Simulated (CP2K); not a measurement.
Consider cyclobutanone at its PBE geometry (Å).

```xyz
11

O     2.2707   -0.3623   -0.5875
C     1.1169   -0.1650   -0.2680
C     0.0924    0.9308   -0.6065
C    -0.9745    0.1125    0.1857
C     0.1066   -0.9341    0.6000
H     0.3567    1.9048   -0.1706
H    -0.0818    1.0751   -1.6814
H    -1.4392    0.6491    1.0196
H    -1.7666   -0.3024   -0.4473
H     0.3780   -0.9337    1.6652
H    -0.0592   -1.9749    0.2908
```

Method: CP2K XAS_TDP, all-electron GAPW, PBEh(45%), aug-cc-pVDZ, TDA, GW2X-corrected core level, no relativity.

Q: Predict the bright core excitations at the O K edge.

Leading lines: O1 531.57 eV. The leading line of an atom is its first one with 35 % of the strongest within 2.5 eV of its lowest line over the strength cut. Core ionisation energies at this level: O1 537.87 eV.

The first six lines of each atom with a strength over 0.0015:

```csv
atom,energy (eV),states,"strength, one atom",above the computed threshold
O1 (bonded to C),531.57,1,0.0430,
,537.01,1,0.0034,
,538.71,1,0.0017,yes
,539.07,1,0.0056,yes
,539.37,1,0.0016,yes
,540.16,1,0.0042,yes
```

Lines are vertical, at one geometry, with no vibrational structure. GW2X ionisation energies and lines can be off by 1 to 2 eV either way, and a good line position may hide errors that cancel. These values hold no scalar relativity, about 0.4 eV for O 1s. Rydberg lines, and the discretised continuum above threshold, depend on the basis and the box.

[Banner, clock and machine lines of the logs are left out without a mark of their own.]

[Logs are printed without paths, hosts, clocks, repeated set-up lines and the standing remarks that a program may print on its own settings, such as how far it seeks lower states.]

[Hosts, paths, dates, database ids (printed as entryN), source tags and the programs' standing remarks are cut or masked in the printed files.]
